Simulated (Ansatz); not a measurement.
# Quasi-harmonic thermodynamics of ZrC (Fm-3m), part 2 of 2

Aim: the lattice, expansion, heat capacity and bulk modulus of ZrC as it warms.

Ansatz 0.2.0; DFT PBE+D3(BJ), scalar-relativistic, plane waves, PAW.

So far. Step 2 (Probe on a coarse mesh): The start is under -7.8 GPa at this level and looks like a metal on this mesh. Step 4 (Tight relaxation): The residual pressure is -0.0024 GPa, small enough for phonons. The relaxed cell has a = 4.673 Å (conventional setting).

The database entry behind the starting cell differs from later determinations by our own check (an axis about 0.7 % long against later determinations), so it need not match the best structure at ambient conditions.

## (5) Phonons on strained cells

The study relaxes the crystal at several strains, solves the phonons on some of them and minimises the free energy at each temperature (static energy, vibrations, the electrons in a metal, and PV under a set pressure); the q-mesh sets how far the force constants reach.

Contents of input.yaml:

```yaml
crystal:
  lattice:
    - [0.0, 2.3363599845, 2.3363599845]
    - [2.3363599845, 0.0, 2.3363599845]
    - [2.3363599845, 2.3363599845, 0.0]
  atoms:
    - { symbol: Zr, position: [0.5, 0.5, 0.5] }
    - { symbol: C, position: [0.0, 0.0, 0.0] }
kpoints:
  mp_grid: { grid: [16, 16, 16] }
hamiltonian:
  xc: pbe
  dispersion: d3bj
scf:
  occupations: { method: methfessel_paxton, width: 0.15 }
output:
  eigenvalues: true
phonons:
  method: dfpt
  qmesh: [4, 4, 4]
  temperatures: { t_max: 1200.0, t_step: 50 }
  thermal_expansion: {}
```

Started as:

```sh
$ ansatz run input.yaml --threads 4 --pin off --max-ram 8192MiB --backend cpu --events-out ev --progress --plain --runs-dir out
```

Numbers of over 12 decimals in the logs are rounded to 6 here.

The log of the run:

```text
[...]
Crystal: 2 atoms, lattice volume = 25.506 Å³
Basis set: ecut = 487.2 eV, 609 PW (Γ), exchange–correlation on 48×48×48 points (8 copies of the dense FFT grid, shifted against one another)
Bands: 12, of which v1, the nominal top of the filled ones, is band 8 counted from 1 (7 counted from 0)
Symmetry: 48 space group operations
[...]
k-points: 145 of 4096
[...]
SCF iter   1: F=—  HF=-4437.303244 eV  |F-HF|=—  |Δ(HF+E_count)|=         —  Δρ=1.16e-3  dr2=2.43e-4  ethr=1.77e-3  ⟨swp⟩=5.0  Hψ=8703  notcnv=0
[...]
SCF iter   7: F=-4437.303048 eV  HF=-4437.303048 eV  |F-HF|=5.46e-12  |Δ(HF+E_count)|=  9.82e-11  S|Δr|=    0.00e0  Δρ=2.48e-7  dr2=8.81e-12  ethr=1.00e-12  ⟨swp⟩=5.9  Hψ=7341  notcnv=0
SCF 1 converged in 7 iterations: F = -4437.303048 eV  dr2 = 8.81e-12
[...]
relax step   1: F+E_penalty+E_count = -4437.30304760 eV  Δ(F+E_penalty+E_count) = +0.000e0 eV  max|allowed force component| = 1.854e-29 eV/Å  Δτ_max = 0.0000 Å  (7 SCF iters, accepted)
SCF converged after 7 iterations
[...]
Free energy (F): -4437.303048 eV
[...]
Internal energy: -4437.302659 eV  (E = F + TS)
E sigma→0 (E₀):  -4437.302951 eV
Entropy (-TS):   -0.000388 eV (-0.194 meV/atom)
Fermi energy:    15.153134 eV
[...]
--- Stress (GPa, compression-positive) ---
        0.004541       0.000000       0.000000
        0.000000       0.004541      -0.000000
       -0.000000       0.000000       0.004541
  P = ⅓ Tr σ = 0.0045 GPa (0.045 kbar)
--- Band table (eV; the first three rows and the last of 145) ---
  k-point 0: bands = [... 4 lower, 3.7956, 16.1042, 16.1042, 16.1042, 16.2665, 16.2665, 16.2665, 18.0297]
  k-point 1: bands = [... 4 lower, 3.8877, 15.3534, 15.5535, 15.5535, 16.4842, 16.4842, 16.8131, 18.5510]
  k-point 2: bands = [... 4 lower, 4.1542, 14.3928, 14.7612, 14.7612, 16.7787, 16.7787, 17.2478, 19.6043]
  k-point 144: bands = [... 4 lower, 5.6666, 12.4848, 12.8164, 12.8164, 18.5019, 18.5019, 20.9675, 22.3721]
── thermal expansion: 3 new cells, 3 in all ──
thermal expansion: variable-cell relaxation of cell 1
thermal expansion: relaxation of cell 1
thermal expansion: relaxation of cell 2
thermal expansion: relaxation of cell 3
── thermal expansion: 2 new cells, 5 in all ──
thermal expansion: relaxation of cell 4
thermal expansion: lower-state search of cell 4
thermal expansion: electrons of cell 4
thermal expansion: phonons of cell 4
thermal expansion: relaxation of cell 5
thermal expansion: electrons of cell 1
thermal expansion: electrons of cell 2
thermal expansion: electrons of cell 3
thermal expansion: electrons of cell 5
thermal expansion: phonons of cell 5
── thermal expansion: 5 new cells, 10 in all ──
thermal expansion: relaxation of cell 6
thermal expansion: relaxation of cell 7
thermal expansion: relaxation of cell 8
thermal expansion: relaxation of cell 9
thermal expansion: relaxation of cell 10
thermal expansion: electrons of cell 6
thermal expansion: electrons of cell 7
thermal expansion: electrons of cell 8
thermal expansion: electrons of cell 9
thermal expansion: electrons of cell 10
thermal expansion: phonons of cell 6
thermal expansion: phonons of cell 7
--- Relaxed structure (1 steps of the walk, 1 accepted, 0 SCFs on fresh bases) ---
  F+E_penalty+E_count = -4437.30304760 eV   max|allowed force component| = 1.854e-29 eV/Å
  atoms:
    - { symbol: Zr, position: [0.5, 0.5, 0.5] }
    - { symbol: C, position: [0.0, 0.0, 0.0] }
--- Thermal expansion: 10 cells in 3 rounds, 0 GPa ---
  no lower state was reached at cell 4; its state was not examined: fill_not_monotonic
  without vibrations: a 3.30413, b 3.30413, c 3.30413 Å, V 25.5068 Å³, B 232.25 GPa
  at 0 K: a 3.31039, b 3.31039, c 3.31039 Å, V 25.6521 Å³, B 228.22 GPa
  zero-point expansion: a +0.189, b +0.189, c +0.189, V +0.569 %
      T/K        a/Å        b/Å        c/Å       V/Å³ | expansion of a, b, c, V (1e-6/K)   | that of V in the mean from 25 °C | C_P, C_V (J/mol K of the cell) | B_T, B_S (GPa)
     0.00    3.31039    3.31039    3.31039    25.6521 |    0.00    0.00    0.00    0.00 |    9.14 |     0.000     0.000 |   228.22   228.22
   150.00    3.31106    3.31106    3.31106    25.6677 |    3.40    3.40    3.40   10.19 |   14.29 |    21.815    21.760 |   227.07   227.64
   298.15    3.31340    3.31340    3.31340    25.7222 |    5.78    5.78    5.78   17.34 |       - |    38.006    37.695 |   223.96   225.81
   400.00    3.31549    3.31549    3.31549    25.7709 |    6.54    6.54    6.54   19.61 |   18.60 |    43.006    42.478 |   221.49   224.25
   550.00    3.31892    3.31892    3.31892    25.8508 |    7.16    7.16    7.16   21.49 |   19.86 |    46.799    45.938 |   217.66   221.74
   700.00    3.32259    3.32259    3.32259    25.9367 |    7.56    7.56    7.56   22.69 |   20.76 |    48.858    47.655 |   213.69   219.09
   850.00    3.32644    3.32644    3.32644    26.0270 |    7.88    7.88    7.88   23.63 |   21.48 |    50.214    48.655 |   209.61   216.32
  1000.00    3.33044    3.33044    3.33044    26.1211 |    8.15    8.15    8.15   24.46 |   22.10 |    51.253    49.320 |   205.42   213.47
  1150.00    3.33459    3.33459    3.33459    26.2187 |    8.42    8.42    8.42   25.27 |   22.66 |    52.144    49.811 |   201.12   210.54
  1200.00    3.33600    3.33600    3.33600    26.2520 |    8.51    8.51    8.51   25.54 |   22.84 |    52.423    49.952 |   199.67   209.55
  the static fit leaves 0.000 meV an atom of the energies and, of the stresses, 0.000 GPa of each cell's largest along a strain (root mean squares over the cells), whose Pulay part it has at -0.013 GPa
  vibrations' free energy: its fit passes through its cells
  the electrons' free energy at temperature is in it; its fit leaves 0.0001 meV an atom at the most
  free energies summed between the sampled wave vectors
  estimated error of the fitted expansion in any direction: up to 0.017e-6/K, at 1200 K, with few degrees of freedom (an estimate, not a bound: it was exceeded on models of known expansion)
  the energies and the vibrations are of d3bj (s6 = 1.0, s8 = 0.7875, a1 = 0.4289, a2_bohr = 4.4407) at the weights and the pressure of the crystal at rest
  by sums over the sampled wave vectors an expansion of the volume parts by up to 0.08e-6/K
  by a static energy of one degree less an expansion of the volume parts by up to 0.02e-6/K
  the FFT grids of the static calculations differ: 24 × 24 × 24, 25 × 25 × 25
```

The job ended after 24 min (4 threads of Arm Neoverse V2, shared host; peak memory 3.7 GiB; 1.6 h of CPU time).

Numbers from this step:

```
pressure                                         : 0.004541 GPa
volume expansion coefficient at 298 K            : 17.34 1e-6/K
C_P at 298 K                                     : 19.00 J/mol-atom/K
entropy at 298 K                                 : 16.77 J/mol-atom/K
isothermal bulk modulus at 298 K                 : 224.0 GPa
Grüneisen parameter at 298 K                     : 1.596
volume at 298 K                                  : 12.86 Å³/atom
principal linear expansion coefficients at 298 K : 5.781, 5.781, 5.781 1e-6/K
```

Strained cells of the study; zero-point energy where phonons were solved; the pressures are stresses at a fixed cutoff and can carry an offset from the finite basis. Expansion cells, by row:

```
cell  |a| (Å)  |b| (Å)  |c| (Å)  V (Å³/atom)  E - E_lowest (meV/atom)  pressure, compression positive (GPa)  gap (eV)  zero-point energy (meV/atom)
   1    3.304    3.304    3.304        12.75                        0                                -0.008         -                             -
   2    3.331    3.331    3.331        13.06                    5.187                                -5.297         -                             -
   3    3.278    3.278    3.278        12.45                    5.377                                 5.818         -                             -
   4    3.304    3.304    3.304        12.76                        0                                -0.058         -                         70.53
   5    3.321    3.321    3.321        12.95                    2.102                                -3.426         -                         68.96
   6    3.333    3.333    3.333        13.09                    6.026                                 -5.69         -                         67.86
   7    3.347    3.347    3.347        13.25                    13.37                                 -8.29         -                         66.52
   8    3.272    3.272    3.272        12.38                    8.337                                 7.319         -                             -
   9    3.288    3.288    3.288        12.57                    2.037                                  3.52         -                             -
  10    3.368    3.368    3.368        13.51                     29.6                                -11.93         -                             -
```

Quasi-harmonic; a, b, c are the run's own cell vectors. Expansion, by row:

```
T (K)  a (Å)  b (Å)  c (Å)  alpha (deg)  beta (deg)  gamma (deg)  cell volume (Å³/cell)  alpha_a (1e-6/K)  alpha_b (1e-6/K)  alpha_c (1e-6/K)  alpha_V (1e-6/K)  C_P (J/mol-atom/K)  C_V (J/mol-atom/K)  S (J/mol-atom/K)  B_T (GPa)  B_S (GPa)  Grueneisen  extrapolation  fit error (1e-6/K)
    0   3.31   3.31   3.31           60          60           60                  25.65                 0                 0                 0                 0                   0                   0                 0      228.2      228.2           -              0                   0
   50   3.31   3.31   3.31           60          60           60                  25.65              0.43              0.43              0.43               1.3               1.421                1.42             0.413      228.2      228.2       1.616              0                   0
  100  3.311  3.311  3.311           60          60           60                  25.66              2.03              2.03              2.03              6.09               6.434               6.428             2.916      227.8        228       1.666              0                   0
  150  3.311  3.311  3.311           60          60           60                  25.67               3.4               3.4               3.4             10.19               10.91               10.88             6.399      227.1      227.6       1.643              0                   0
  200  3.312  3.312  3.312           60          60           60                  25.68              4.45              4.45              4.45             13.36               14.48               14.42             10.05      226.1      227.1       1.621              0                   0
  250  3.313  3.313  3.313           60          60           60                   25.7              5.23              5.23              5.23              15.7               17.14               17.03             13.58      225.1      226.5       1.605              0                   0
298.1  3.313  3.313  3.313           60          60           60                  25.72              5.78              5.78              5.78             17.34                  19               18.85             16.77        224      225.8       1.596              0                   0
  300  3.313  3.313  3.313           60          60           60                  25.72               5.8               5.8               5.8              17.4               19.06               18.91             16.89      223.9      225.8       1.596              0                   0
  350  3.314  3.314  3.314           60          60           60                  25.75              6.22              6.22              6.22             18.65               20.46               20.25             19.93      222.7        225        1.59              0                   0
  400  3.315  3.315  3.315           60          60           60                  25.77              6.54              6.54              6.54             19.61                21.5               21.24             22.74      221.5      224.2       1.587              0                0.01
  450  3.317  3.317  3.317           60          60           60                   25.8              6.79              6.79              6.79             20.37               22.29               21.97             25.32      220.2      223.4       1.586              0                0.01
  500  3.318  3.318  3.318           60          60           60                  25.82              6.99              6.99              6.99             20.98               22.91               22.53              27.7        219      222.6       1.585              0                0.01
  550  3.319  3.319  3.319           60          60           60                  25.85              7.16              7.16              7.16             21.49                23.4               22.97             29.91      217.7      221.7       1.585              0                0.01
  600   3.32   3.32   3.32           60          60           60                  25.88              7.31              7.31              7.31             21.94                23.8               23.32             31.96      216.3      220.9       1.586              0                0.01
  650  3.321  3.321  3.321           60          60           60                  25.91              7.44              7.44              7.44             22.33               24.14                23.6             33.88        215        220       1.588              0                0.01
  700  3.323  3.323  3.323           60          60           60                  25.94              7.56              7.56              7.56             22.69               24.43               23.83             35.68      213.7      219.1       1.589              0                0.01
  750  3.324  3.324  3.324           60          60           60                  25.97              7.67              7.67              7.67             23.02               24.68               24.02             37.38      212.3      218.2       1.591              0                0.01
  800  3.325  3.325  3.325           60          60           60                     26              7.78              7.78              7.78             23.33               24.91               24.19             38.98        211      217.2       1.593              0                0.01
  850  3.326  3.326  3.326           60          60           60                  26.03              7.88              7.88              7.88             23.63               25.11               24.33             40.49      209.6      216.3       1.595              0                   0
  900  3.328  3.328  3.328           60          60           60                  26.06              7.97              7.97              7.97             23.91               25.29               24.45             41.93      208.2      215.4       1.598              0                   0
  950  3.329  3.329  3.329           60          60           60                  26.09              8.06              8.06              8.06             24.19               25.46               24.56              43.3      206.8      214.4         1.6              0                   0
 1000   3.33   3.33   3.33           60          60           60                  26.12              8.15              8.15              8.15             24.46               25.63               24.66             44.61      205.4      213.5       1.603              0                0.01
 1050  3.332  3.332  3.332           60          60           60                  26.15              8.24              8.24              8.24             24.73               25.78               24.75             45.87        204      212.5       1.605              0                0.01
 1100  3.333  3.333  3.333           60          60           60                  26.19              8.33              8.33              8.33                25               25.93               24.83             47.07      202.6      211.5       1.608              0                0.01
 1150  3.335  3.335  3.335           60          60           60                  26.22              8.42              8.42              8.42             25.27               26.07               24.91             48.23      201.1      210.5       1.611              0                0.01
 1200  3.336  3.336  3.336           60          60           60                  26.25              8.51              8.51              8.51             25.54               26.21               24.98             49.34      199.7      209.6       1.614              0                0.02
```

Expansion coefficient against temperature; values in 1e-6/K:

```csv
temperature (K),volume,principal 1
0,0,0
50,1.3,0.43
100,6.09,2.03
150,10.2,3.4
200,13.4,4.45
250,15.7,5.23
298,17.3,5.78
300,17.4,5.8
350,18.6,6.22
400,19.6,6.54
450,20.4,6.79
500,21.0,6.99
550,21.5,7.16
600,21.9,7.31
650,22.3,7.44
700,22.7,7.56
750,23.0,7.67
800,23.3,7.78
850,23.6,7.88
900,23.9,7.97
950,24.2,8.06
1000,24.5,8.15
1050,24.7,8.24
1100,25,8.33
1150,25.3,8.42
1200,25.5,8.51
```

At 298 K the volume expansion is 17.3 × 10⁻⁶/K and B_T is 224 GPa. The program raised the cutoff to 487.2 eV by itself: with no cutoff typed, the study takes about 1.16 times the default for its relaxations and scales it with the volume for the phonons.

## (6) What came out

```
settings of these figures                        : PBE+D3(BJ), 487.2 eV, k 16×16×16, q 4×4×4
volume expansion coefficient at 298 K            : 17.34 1e-6/K
C_P at 298 K                                     : 19.00 J/mol-atom/K
entropy at 298 K                                 : 16.77 J/mol-atom/K
isothermal bulk modulus at 298 K                 : 224.0 GPa
Grüneisen parameter at 298 K                     : 1.596
volume at 298 K                                  : 12.86 Å³/atom
principal linear expansion coefficients at 298 K : 5.781, 5.781, 5.781 1e-6/K
```

In words: Near room temperature ZrC expands by 17.3 × 10⁻⁶/K in volume by PBE+D3(BJ), with C_P = 19.0 J/(mol K) per mole of atoms and B_T = 224 GPa. C_P at room temperature is 76 % of the classical 3R an atom, so the stiffest modes are still partly frozen out. In this metal the study includes the electrons' free energy, which adds a term that grows with temperature, so the heat capacities need not level off at 3R. The dispersion term is taken with its C6 weights frozen at the crystal at rest, in the force constants and, in the expansion study, in the energies too.

[Logs are printed without paths, hosts, clocks, repeated set-up lines and the standing remarks that a program may print on its own settings, such as how far it seeks lower states.]

[Hosts, paths, dates, database ids (printed as entryN), source tags and the programs' standing remarks are cut or masked in the printed files.]

[A step with changed settings may run another functional than the one named; its input shows which.]
